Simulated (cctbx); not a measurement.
# NiTePS9N across an absorption edge

Space group Pnma (no. 62), a = 17.4010 Å, b = 8.0350 Å, c = 9.9500 Å, α = 90.00°, β = 90.00°, γ = 90.00°.

```csv
atom,mult.,x,y,z,Ueq (Å²)
Te1,4,0.6282,3/4,0.3532,0.0059
Ni1,4,0,0,1/2,0.0097
S1,4,0.0238,3/4,0.9724,0.0140
S2,4,0.2318,3/4,0.9770,0.0132
S3,8,0.8828,0.9435,0.8641,0.0092
S4,4,0.7466,3/4,0.2320,0.0132
S5,4,0.5617,3/4,0.1667,0.0172
S6,4,0.0181,1/4,0.3353,0.0134
S7,8,0.8762,0.5486,0.3965,0.0145
P1,4,0.5556,1/4,0.3451,0.0101
N1,4,0.8174,3/4,0.3977,0.0124
```

This is a model crystal, built by substitution and not relaxed, with assumed displacement parameters.

Calculated with cctbx: free-atom f′ and f″ from the Sasaki tables, no fine structure; amplitudes in electrons.

```csv
E (eV),F 0 1 1,F 0 0 2,F 1 0 2,F 0 2 0
7733,157.4,41.1,266.8,268.2
8083,157.6,37.7,266.9,271.5
8213,157.6,34.8,266.9,274.4
8273,157.7,32.0,266.9,277.1
8303,157.7,29.1,266.9,280.0
8318,157.7,26.2,266.9,282.9
8325,157.7,23.7,266.9,285.4
8329,157.7,20.9,266.9,288.2
8337,157.7,21.6,266.9,288.0
8341,157.7,24.6,266.9,284.8
8348,157.7,27.2,266.9,281.9
8363,157.7,30.2,266.9,278.8
8393,157.7,33.2,266.9,275.7
8483,157.7,37.1,266.9,271.7
8733,157.8,41.4,266.9,267.2
```

**Question.** Which edge is crossed, and why do the reflections move as they do?

The K edge of Ni. The edge is at 8333 eV. f′ of Ni falls from -3.9 e at 8213 eV to -7.5 e at 4 eV below it, and f″ steps from 0.48 to 3.91 e across it. Over that approach |F| changes by +0 % (0 1 1), -40 % (0 0 2), +0 % (1 0 2) and +5 % (0 2 0): a reflection falls where Ni scatters in phase with the total and rises where it scatters against it; it hardly moves where the Ni term is small or cancels by symmetry. Above the edge the larger f″ enters the imaginary part, where it can add to or cancel the other atoms' f″. The structure is centrosymmetric, so Friedel mates stay equal.

[Logs are printed without paths, hosts, clocks, repeated set-up lines and the standing remarks that a program may print on its own settings, such as how far it seeks lower states.]
